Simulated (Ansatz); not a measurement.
# Squeezing and shearing glassy 86SiO2-5SrO-5ZnO-5MgO (mol %) (63 atoms), part 2 of 3

How stiff is glassy 86SiO2-5SrO-5ZnO-5MgO (mol %) (63 atoms), and how do its levels respond to strain?

Ansatz 0.2.0; Kohn-Sham DFT, RPBE, PAW (set soft_2), plane waves.

The cell: 19 Si, 1 Sr, 1 Zn, 1 Mg and 41 O. The quench rate of 50 K/ps far exceeds what a furnace or splat quench reaches. The starting topology of bonds comes from the classical model. Sampling is at Γ alone.

So far. Step 2 (Single point at the start): The r.m.s. force at the start is 1.5 eV/Å. Step 3 (Cell and atoms relaxed): The relaxation converged after 21 steps, with a largest force component of 0.029 eV/Å.

**4. Single point at the relaxed geometry**

The electronic structure is read at the final geometry, in a run of its own.

input.yaml reads:

```yaml
crystal:
  lattice:
    - [9.63032, 0.28974, 0.1664]
    - [0.28974, 9.71092, -0.02933]
    - [0.1664, -0.02933, 9.9616]
  atoms:
    - { symbol: Si, position: [0.61692, 0.17876, 0.23544] }
    - { symbol: Si, position: [0.81055, 0.75639, 0.56957] }
    - { symbol: Si, position: [0.3604, 0.0365, 0.10055] }
    - { symbol: Si, position: [0.25998, 0.51759, 0.03303] }
    - { symbol: Si, position: [0.12624, 0.26489, 0.17259] }
    - { symbol: Si, position: [0.54287, 0.38969, 0.44496] }
    [... 51 atom lines left out ...]
    - { symbol: O, position: [0.40486, 0.00301, 0.94346] }
    - { symbol: O, position: [0.92781, 0.92824, 0.29521] }
    - { symbol: O, position: [0.87893, 0.95184, 0.02445] }
    - { symbol: O, position: [0.48521, 0.22131, 0.80335] }
    - { symbol: O, position: [0.70882, 0.2019, 0.09533] }
    - { symbol: O, position: [0.96003, 0.26385, 0.14787] }
kpoints:
  mp_grid: { grid: [1, 1, 1] }
hamiltonian:
  xc: rpbe
scf:
  occupations: { method: fixed }
output:
  forces: true
  stress: true
  populations: true
  dos:
    method: { smearing: { sigma: 0.08 } }
    de: 0.1
    projected: { site_lists: { Mg: [Mg], O: [O], Si: [Si], Sr: [Sr], Zn: [Zn] } }
  eigenvalues: true
  write_density: true
  write_potential: true
  volumetric_format: npy
```

The run is started by

```console
ansatz run input.yaml --threads 4 --pin off --max-ram 8192MiB --backend cpu --events-out ev --progress --plain --runs-dir out
```

Numbers of over 12 decimals in the logs are rounded to 6 here.

The log of the run:

```text
[...]
Crystal: 63 atoms, lattice volume = 930.485 Å³
Basis set: ecut = 420 eV, 18197 PW (Γ), exchange–correlation on 144×144×144 points (8 copies of the dense FFT grid, shifted against one another)
Bands: 240, of which v1, the nominal top of the filled ones, is band 177 counted from 1 (176 counted from 0)
Symmetry: 1 space group operations
[...]
k-points: 1
[...]
SCF iter   1: F=—  HF=-44344.503256 eV  |F-HF|=—  |Δ(HF+E_count)|=         —  Δρ=3.59e-3  dr2=1.28e-1  ethr=1.77e-3  ⟨swp⟩=5.0  Hψ=957  notcnv=0  defer=58
[...]
SCF iter   9: F=-44344.489224 eV  HF=-44344.489224 eV  |F-HF|=1.18e-7  |Δ(HF+E_count)|=   1.79e-7  Δρ=3.42e-6  dr2=9.81e-8  ethr=2.82e-11  ⟨swp⟩=24.0  Hψ=2651  notcnv=0
SCF 1 converged in 9 iterations: F = -44344.489224 eV  dr2 = 9.81e-8
[...]
WARN: The input density's exchange-correlation potential varies sharply where the density is thin. Do not read a vacuum level from v_tot or v_xc, or from such a field of the output density. On a cell that repeats whose density bears no net charge and no dipole along the vacuum's axis use v_es (v_loc + v_h of the components); [...]
SCF converged after 9 iterations
Free energy (F): -44344.489224 eV
[...]
Internal energy: -44344.489224 eV  (E = F + TS)
E sigma→0 (E₀):  -44344.489224 eV
Fermi energy:    2.677158 eV
[...]
--- Forces (eV/Å), atoms counted from 1 ---
  atom   1  Si    -0.00644040     0.00240268     0.00934681
  atom   2  Si     0.00807173    -0.00831483    -0.00471306
  atom   3  Si    -0.01181773     0.00673184    -0.00190316
  atom   4  Si     0.00771018     0.00816189    -0.00657566
  atom   5  Si     0.00134495     0.00750725     0.00490106
  atom   6  Si     0.00642977    -0.00413713     0.00222354
  atom   7  Si    -0.00982456     0.00396222     0.01433408
  atom   8  Si     0.00019419    -0.00111187    -0.00988811
  atom   9  Si    -0.00578500     0.00500961    -0.00638085
  atom  10  Si    -0.00701915    -0.00472099     0.00622658
  atom  11  Si    -0.01109881    -0.00267865    -0.00181461
  atom  12  Si    -0.00789072     0.01650559    -0.00245678
  atom  13  Si     0.00916608     0.01377395     0.00654228
  atom  14  Si    -0.01341087    -0.01526165     0.00007534
[...]
atom  62  O      0.00078199     0.00107393    -0.00236610
  atom  63  O      0.00012178    -0.00278276    -0.01322436
  max |Σ_I F_I| component: 5.84e-5 eV/Å
--- Stress (GPa, compression-positive) ---
       -0.010901      -0.007056       0.002143
       -0.007057      -0.011295      -0.000962
        0.002144      -0.000964       0.001029
  P = ⅓ Tr σ = -0.0071 GPa (-0.071 kbar)
--- Band table (eV) ---
[...]
--- Löwdin populations: 63 sites ---
  site symbol       q [e]
     0     Si      2.2019
     1     Si      2.2136
     2     Si      2.1945
[...]
62      O      6.8016
  spilling = 0.012890 (of n_electrons = 354.000000)
```

The job ended after 11 s (4 threads of Arm Neoverse V1, shared host; peak memory 1.1 GiB; 41 s of CPU time).

The program notes that the exchange-correlation potential is rough where the density is thin.

Numbers from this run:

| Item | Value |
| --- | --- |
| free energy | -44344.4892 eV |
| free energy per atom | -703.8808 eV/atom |
| SCF cycles | 9 |
| pressure | -0.007055 GPa |
| r.m.s. force component | 0.00868 eV/Å |
| longest force | 0.03376 eV/Å |
| Fermi energy | 2.677 eV |
| gap (highest filled to lowest empty level) | 3.924 eV |
| spilling of the projection | 0.01289 |

**5. Volume -3 %**

The relaxed cell is scaled evenly and the atoms are relaxed again; the stress at the end gives one point of P(V).

input.yaml, the sections that differ from step 4:

```yaml
crystal:
  lattice:
    - [9.53304, 0.28681, 0.16472]
    - [0.28681, 9.61282, -0.02903]
    - [0.16472, -0.02903, 9.86097]
  atoms:
    [... the 63 atom lines of step 4 ...]
output:
  forces: true
  eigenvalues: true
  stress: true
relax:
  f_tol: 0.05
  max_steps: 70
# kpoints, hamiltonian, scf: as in step 4
```

The log of the run:

```text
Warning: output.stress: scf.convergence.dr2_threshold = 1e-7 eV (the SCF's general default) is looser than the 6.3e-9 eV advised for a printed stress (1e-10 eV for each atom of the cell: 63). What an SCF threshold leaves in a stress goes as its square root, and in the free energy as the threshold itself, and one threshold admits the most on a small cell: [...]
[...]
Crystal: 63 atoms, lattice volume = 902.571 Å³
Basis set: ecut = 420 eV, 17611 PW (Γ), exchange–correlation on 128×144×144 points (8 copies of the dense FFT grid, shifted against one another)
Bands: 240, of which v1, the nominal top of the filled ones, is band 177 counted from 1 (176 counted from 0)
Symmetry: 1 space group operations
[...]
k-points: 1
[...]
SCF iter   1: F=—  HF=-44344.089207 eV  |F-HF|=—  |Δ(HF+E_count)|=         —  Δρ=3.67e-3  dr2=1.28e-1  ethr=1.77e-3  ⟨swp⟩=5.0  Hψ=954  notcnv=0  defer=60
[...]
SCF iter   5: F=—  HF=-44344.076815 eV  |F-HF|=—  |Δ(HF+E_count)|=   9.64e-5  Δρ=1.26e-4  dr2=1.59e-4  ethr=1.91e-7  ⟨swp⟩=2.0  Hψ=320  notcnv=0  defer=61
SCF iter   6: F=-44344.076813 eV  HF=-44344.076836 eV  |F-HF|=2.25e-5  |Δ(HF+E_count)|=   2.11e-5  Δρ=6.37e-5  dr2=3.31e-5  ethr=1.77e-8  ⟨swp⟩=16.0  Hψ=1845  notcnv=0
SCF 1 converged in 6 iterations: F = -44344.076813 eV  dr2 = 3.31e-5
[...]
relax step   1: F+E_penalty+E_count = -44344.07681319 eV  Δ(F+E_penalty+E_count) = +0.000e0 eV  max|allowed force component| = 5.255e-1 eV/Å  Δτ_max = 0.0000 Å  (6 SCF iters, dr2 threshold 6.25e-5 eV, accepted)
[...]
relax step   2: F+E_penalty+E_count = -44344.20134092 eV  Δ(F+E_penalty+E_count) = -1.245e-1 eV  max|allowed force component| = 2.988e-1 eV/Å  Δτ_max = 0.0757 Å  (6 SCF iters, dr2 threshold 1.73e-5 eV, accepted)
[...]
relax step   3: F+E_penalty+E_count = -44344.28400958 eV  Δ(F+E_penalty+E_count) = -8.267e-2 eV  max|allowed force component| = 1.970e-1 eV/Å  Δτ_max = 0.0523 Å  (7 SCF iters, dr2 threshold 5.58e-6 eV, accepted)
relax step   4: F+E_penalty+E_count = -44344.29705290 eV  Δ(F+E_penalty+E_count) = -1.304e-2 eV  max|allowed force component| = 9.531e-2 eV/Å  Δτ_max = 0.0164 Å  (5 SCF iters, dr2 threshold 1.26e-5 eV, accepted)
relax step   5: F+E_penalty+E_count = -44344.26759073 eV  Δ(F+E_penalty+E_count) = +2.946e-2 eV  max|allowed force component| = 3.353e-1 eV/Å  Δτ_max = 0.1397 Å  (10 SCF iters, rejected (line search))
relax step   6: F+E_penalty+E_count = -44344.32018581 eV  Δ(F+E_penalty+E_count) = -2.313e-2 eV  max|allowed force component| = 7.490e-2 eV/Å  Δτ_max = 0.0680 Å  (9 SCF iters, accepted)
[...]
relax step   7: F+E_penalty+E_count = -44344.32337209 eV  Δ(F+E_penalty+E_count) = -3.186e-3 eV  max|allowed force component| = 4.486e-2 eV/Å  Δτ_max = 0.0597 Å  (9 SCF iters, accepted)
SCF converged after 9 iterations
Free energy (F): -44344.323372 eV
[...]
Internal energy: -44344.323372 eV  (E = F + TS)
E sigma→0 (E₀):  -44344.323372 eV
Fermi energy:    2.967012 eV
[...]
Σ components = -44344.323372   (vs F -44344.323372, Δ=0.00e0)
--- Forces (eV/Å), atoms counted from 1 ---
  atom   1  Si    -0.01181406     0.00723708     0.02065005
  atom   2  Si    -0.00598273     0.00021827    -0.00249009
  atom   3  Si     0.00608478     0.03841520     0.01752227
  atom   4  Si     0.00686370     0.02834454     0.00704141
[...]
atom  63  O      0.00420152    -0.00011139    -0.00729494
  max |Σ_I F_I| component: 4.12e-5 eV/Å
--- Stress (GPa, compression-positive) ---
        1.777785       0.192879       0.082114
        0.192879       1.735659      -0.033083
        0.082114      -0.033085       1.754345
  P = ⅓ Tr σ = 1.7559 GPa (17.559 kbar)
--- Band table (eV) ---
[...]
--- Relaxed structure (7 steps of the walk, 6 accepted, 0 SCFs on fresh bases) ---
  F+E_penalty+E_count = -44344.32337209 eV   max|allowed force component| = 4.486e-2 eV/Å
  atoms:
    - { symbol: Si, position: [0.614592, 0.182759, 0.232751] }
    - { symbol: Si, position: [0.810860, 0.757056, 0.570383] }
    - { symbol: Si, position: [0.356774, 0.038089, 0.101084] }
    - { symbol: Si, position: [0.257581, 0.513771, 0.031386] }
[...]
- { symbol: O, position: [0.952430, 0.261883, 0.154057] }
```

It took 66 s on 4 threads; peak memory 1.1 GiB.

The program notes that the SCF threshold is loose for the stress.

The relaxation converged after 7 steps, 0.247 eV below its start, with a largest force component of 0.045 eV/Å.

Volume -3 %: the energy stands 0.166 eV above that of the reference, at a pressure of 1.76 GPa.

**6. Volume +3 %**

The relaxed cell is scaled to another volume.

Input and log are left out; they have the form of those shown for this kind of step.

Run time: 64 s. Hardware: 4 threads of Arm Neoverse V1, shared host; peak memory 1.1 GiB; 4 min of CPU time.

The relaxation converged after 8 steps, 0.231 eV below its start, with a largest force component of 0.032 eV/Å.

Volume +3 %: the energy stands 0.137 eV above that of the reference, at a pressure of -1.66 GPa.

**7. Volume -6 %**

The relaxed cell is scaled to another volume.

Input and log are left out; they have the form of those shown for this kind of step.

Wall time 73 s (4 threads of Arm Neoverse V1, shared host); peak memory 1 GiB; 4.5 min of CPU time.

The relaxation converged after 11 steps, 1.11 eV below its start, with a largest force component of 0.029 eV/Å.

Volume -6 %: the energy stands 0.613 eV above that of the reference, at a pressure of 3.45 GPa.

**8. Volume +6 %**

The relaxed cell is scaled to another volume.

Input and log are left out; they have the form of those shown for this kind of step.

Run time: 74 s. Hardware: 4 threads of Arm Neoverse V1, shared host; peak memory 1.1 GiB; 4.6 min of CPU time.

The relaxation converged after 10 steps, 0.829 eV below its start, with a largest force component of 0.030 eV/Å.

Volume +6 %: the energy stands 0.576 eV above that of the reference, at a pressure of -3.36 GPa.

**9. Volume -10 %**

The relaxed cell is scaled to another volume.

Input and log are left out; they have the form of those shown for this kind of step.

The job ended after 96 s (4 threads of Arm Neoverse V1, shared host; peak memory 1 GiB).

The relaxation converged after 14 steps, 3.46 eV below its start, with a largest force component of 0.045 eV/Å.

Volume -10 %: the energy stands 1.68 eV above that of the reference, at a pressure of 5.81 GPa.

**10. Stretched by 1 % along x**

The relaxed cell is strained along x alone, which gives the stiffness along x and its coupling to y and z.

input.yaml, the sections that differ from step 5:

```yaml
crystal:
  lattice:
    - [9.72662, 0.28974, 0.1664]
    - [0.29264, 9.71092, -0.02933]
    - [0.16806, -0.02933, 9.9616]
  atoms:
    [... the 63 atom lines of step 4 ...]
# kpoints, hamiltonian, scf, output, relax: as in step 5
```

The log of the run:

```text
[...]
Crystal: 63 atoms, lattice volume = 939.790 Å³
Basis set: ecut = 420 eV, 18383 PW (Γ), exchange–correlation on 144×144×144 points (8 copies of the dense FFT grid, shifted against one another)
Bands: 240, of which v1, the nominal top of the filled ones, is band 177 counted from 1 (176 counted from 0)
Symmetry: 1 space group operations
[...]
k-points: 1
[...]
SCF iter   1: F=—  HF=-44344.421656 eV  |F-HF|=—  |Δ(HF+E_count)|=         —  Δρ=3.58e-3  dr2=1.28e-1  ethr=1.77e-3  ⟨swp⟩=5.0  Hψ=955  notcnv=0  defer=58
[...]
SCF iter   5: F=—  HF=-44344.407189 eV  |F-HF|=—  |Δ(HF+E_count)|=   7.83e-5  Δρ=1.25e-4  dr2=1.68e-4  ethr=1.90e-7  ⟨swp⟩=2.0  Hψ=322  notcnv=0  defer=61
SCF iter   6: F=-44344.407169 eV  HF=-44344.407194 eV  |F-HF|=2.48e-5  |Δ(HF+E_count)|=   4.75e-6  Δρ=6.13e-5  dr2=3.32e-5  ethr=1.77e-8  ⟨swp⟩=17.0  Hψ=1841  notcnv=0
SCF 1 converged in 6 iterations: F = -44344.407169 eV  dr2 = 3.32e-5
[...]
relax step   1: F+E_penalty+E_count = -44344.40716939 eV  Δ(F+E_penalty+E_count) = +0.000e0 eV  max|allowed force component| = 5.078e-1 eV/Å  Δτ_max = 0.0000 Å  (6 SCF iters, dr2 threshold 6.25e-5 eV, accepted)
[...]
relax step   2: F+E_penalty+E_count = -44344.43684455 eV  Δ(F+E_penalty+E_count) = -2.968e-2 eV  max|allowed force component| = 2.703e-1 eV/Å  Δτ_max = 0.0343 Å  (5 SCF iters, dr2 threshold 1.61e-5 eV, accepted)
[...]
relax step   3: F+E_penalty+E_count = -44344.45456540 eV  Δ(F+E_penalty+E_count) = -1.772e-2 eV  max|allowed force component| = 8.136e-2 eV/Å  Δτ_max = 0.0211 Å  (6 SCF iters, dr2 threshold 4.57e-6 eV, accepted)
relax step   4: F+E_penalty+E_count = -44344.45701628 eV  Δ(F+E_penalty+E_count) = -2.451e-3 eV  max|allowed force component| = 5.759e-2 eV/Å  Δτ_max = 0.0130 Å  (7 SCF iters, accepted)
[...]
relax step   5: F+E_penalty+E_count = -44344.46015605 eV  Δ(F+E_penalty+E_count) = -3.140e-3 eV  max|allowed force component| = 4.341e-2 eV/Å  Δτ_max = 0.0127 Å  (7 SCF iters, accepted)
SCF converged after 7 iterations
Free energy (F): -44344.460156 eV
[...]
Internal energy: -44344.460156 eV  (E = F + TS)
E sigma→0 (E₀):  -44344.460156 eV
Fermi energy:    2.586087 eV
[...]
Σ components = -44344.460156   (vs F -44344.460156, Δ=0.00e0)
--- Forces (eV/Å), atoms counted from 1 ---
  atom   1  Si    -0.01072358     0.01057633    -0.00317483
  atom   2  Si    -0.01274487    -0.00695443    -0.00016068
  atom   3  Si    -0.03040898     0.00811436    -0.01108913
  atom   4  Si    -0.01605016     0.02064030    -0.01332549
[...]
atom  63  O      0.01337394    -0.01750471    -0.02362187
  max |Σ_I F_I| component: 6.06e-5 eV/Å
--- Stress (GPa, compression-positive) ---
       -1.043236      -0.062659      -0.057193
       -0.062660      -0.372590      -0.021795
       -0.057193      -0.021798      -0.327551
  P = ⅓ Tr σ = -0.5811 GPa (-5.811 kbar)
--- Band table (eV) ---
[...]
--- Relaxed structure (5 steps of the walk, 5 accepted, 0 SCFs on fresh bases) ---
  F+E_penalty+E_count = -44344.46015605 eV   max|allowed force component| = 4.341e-2 eV/Å
  atoms:
    - { symbol: Si, position: [0.617981, 0.177068, 0.236297] }
    - { symbol: Si, position: [0.810978, 0.756187, 0.569763] }
    - { symbol: Si, position: [0.361573, 0.036982, 0.101193] }
    - { symbol: Si, position: [0.260382, 0.518920, 0.033099] }
[...]
- { symbol: O, position: [0.962572, 0.263468, 0.145111] }
```

Wall time 36 s (4 threads); peak memory 1.1 GiB; 2.2 min of CPU time.

The relaxation converged after 5 steps, 0.0530 eV below its start, with a largest force component of 0.043 eV/Å.

Stretched by 1 % along x: the energy stands 0.0291 eV above that of the reference, at a pressure of -0.581 GPa.

**11. Compressed by 1 % along x**

The relaxed cell is strained along x alone, which gives the stiffness along x and its coupling to y and z.

input.yaml, the sections that differ from step 10:

```yaml
crystal:
  lattice:
    - [9.53402, 0.28974, 0.1664]
    - [0.28684, 9.71092, -0.02933]
    - [0.16474, -0.02933, 9.9616]
  atoms:
    [... the 63 atom lines of step 4 ...]
# kpoints, hamiltonian, scf, output, relax: as in step 10
```

The log of the run:

```text
[...]
Crystal: 63 atoms, lattice volume = 921.181 Å³
Basis set: ecut = 420 eV, 18005 PW (Γ), exchange–correlation on 128×144×144 points (8 copies of the dense FFT grid, shifted against one another)
Bands: 240, of which v1, the nominal top of the filled ones, is band 177 counted from 1 (176 counted from 0)
Symmetry: 1 space group operations
[...]
k-points: 1
[...]
SCF iter   1: F=—  HF=-44344.416705 eV  |F-HF|=—  |Δ(HF+E_count)|=         —  Δρ=3.61e-3  dr2=1.28e-1  ethr=1.77e-3  ⟨swp⟩=5.0  Hψ=954  notcnv=0  defer=60
[...]
SCF iter   5: F=—  HF=-44344.403430 eV  |F-HF|=—  |Δ(HF+E_count)|=   9.15e-5  Δρ=1.26e-4  dr2=1.64e-4  ethr=1.89e-7  ⟨swp⟩=2.0  Hψ=321  notcnv=0  defer=61
SCF iter   6: F=-44344.403416 eV  HF=-44344.403441 eV  |F-HF|=2.42e-5  |Δ(HF+E_count)|=   1.10e-5  Δρ=6.26e-5  dr2=3.34e-5  ethr=1.77e-8  ⟨swp⟩=16.0  Hψ=1832  notcnv=0
SCF 1 converged in 6 iterations: F = -44344.403416 eV  dr2 = 3.34e-5
[...]
relax step   1: F+E_penalty+E_count = -44344.40341642 eV  Δ(F+E_penalty+E_count) = +0.000e0 eV  max|allowed force component| = 5.319e-1 eV/Å  Δτ_max = 0.0000 Å  (6 SCF iters, dr2 threshold 6.25e-5 eV, accepted)
[...]
relax step   2: F+E_penalty+E_count = -44344.43423419 eV  Δ(F+E_penalty+E_count) = -3.082e-2 eV  max|allowed force component| = 2.805e-1 eV/Å  Δτ_max = 0.0311 Å  (5 SCF iters, dr2 threshold 1.77e-5 eV, accepted)
[...]
relax step   3: F+E_penalty+E_count = -44344.45111576 eV  Δ(F+E_penalty+E_count) = -1.688e-2 eV  max|allowed force component| = 6.857e-2 eV/Å  Δτ_max = 0.0222 Å  (6 SCF iters, dr2 threshold 4.92e-6 eV, accepted)
relax step   4: F+E_penalty+E_count = -44344.45259031 eV  Δ(F+E_penalty+E_count) = -1.475e-3 eV  max|allowed force component| = 8.657e-2 eV/Å  Δτ_max = 0.0250 Å  (8 SCF iters, accepted)
[...]
relax step   5: F+E_penalty+E_count = -44344.45535980 eV  Δ(F+E_penalty+E_count) = -2.769e-3 eV  max|allowed force component| = 2.732e-2 eV/Å  Δτ_max = 0.0176 Å  (8 SCF iters, accepted)
SCF converged after 8 iterations
Free energy (F): -44344.455360 eV
[...]
Internal energy: -44344.455360 eV  (E = F + TS)
E sigma→0 (E₀):  -44344.455360 eV
Fermi energy:    2.779833 eV
[...]
Σ components = -44344.455360   (vs F -44344.455360, Δ=0.00e0)
--- Forces (eV/Å), atoms counted from 1 ---
  atom   1  Si     0.00454104    -0.01268396    -0.00726564
  atom   2  Si    -0.01189791    -0.00837952    -0.00766257
  atom   3  Si     0.01046611    -0.00323639    -0.00469135
  atom   4  Si     0.00545886     0.01522829    -0.00456967
[...]
atom  63  O      0.00081582     0.00618730     0.02417067
  max |Σ_I F_I| component: 8.05e-5 eV/Å
--- Stress (GPa, compression-positive) ---
        1.172985       0.101867       0.111945
        0.101866       0.501372       0.029556
        0.111946       0.029554       0.494857
  P = ⅓ Tr σ = 0.7231 GPa (7.231 kbar)
--- Band table (eV) ---
[...]
--- Relaxed structure (5 steps of the walk, 5 accepted, 0 SCFs on fresh bases) ---
  F+E_penalty+E_count = -44344.45535980 eV   max|allowed force component| = 2.732e-2 eV/Å
  atoms:
    - { symbol: Si, position: [0.615999, 0.180319, 0.234569] }
    - { symbol: Si, position: [0.809898, 0.756697, 0.569578] }
    - { symbol: Si, position: [0.359549, 0.036141, 0.099985] }
    - { symbol: Si, position: [0.259554, 0.516571, 0.033197] }
[...]
- { symbol: O, position: [0.957868, 0.264099, 0.150032] }
```

It took 35 s on 4 threads; peak memory 1.1 GiB.

The relaxation converged after 5 steps, 0.0519 eV below its start, with a largest force component of 0.027 eV/Å.

Compressed by 1 % along x: the energy stands 0.0339 eV above that of the reference, at a pressure of 0.723 GPa.

(Part 2 of 3 ends here.)

[Logs are printed without paths, hosts, clocks, repeated set-up lines and the standing remarks that a program may print on its own settings, such as how far it seeks lower states.]

[Hosts, paths, dates, database ids (printed as entryN), source tags and the programs' standing remarks are cut or masked in the printed files.]
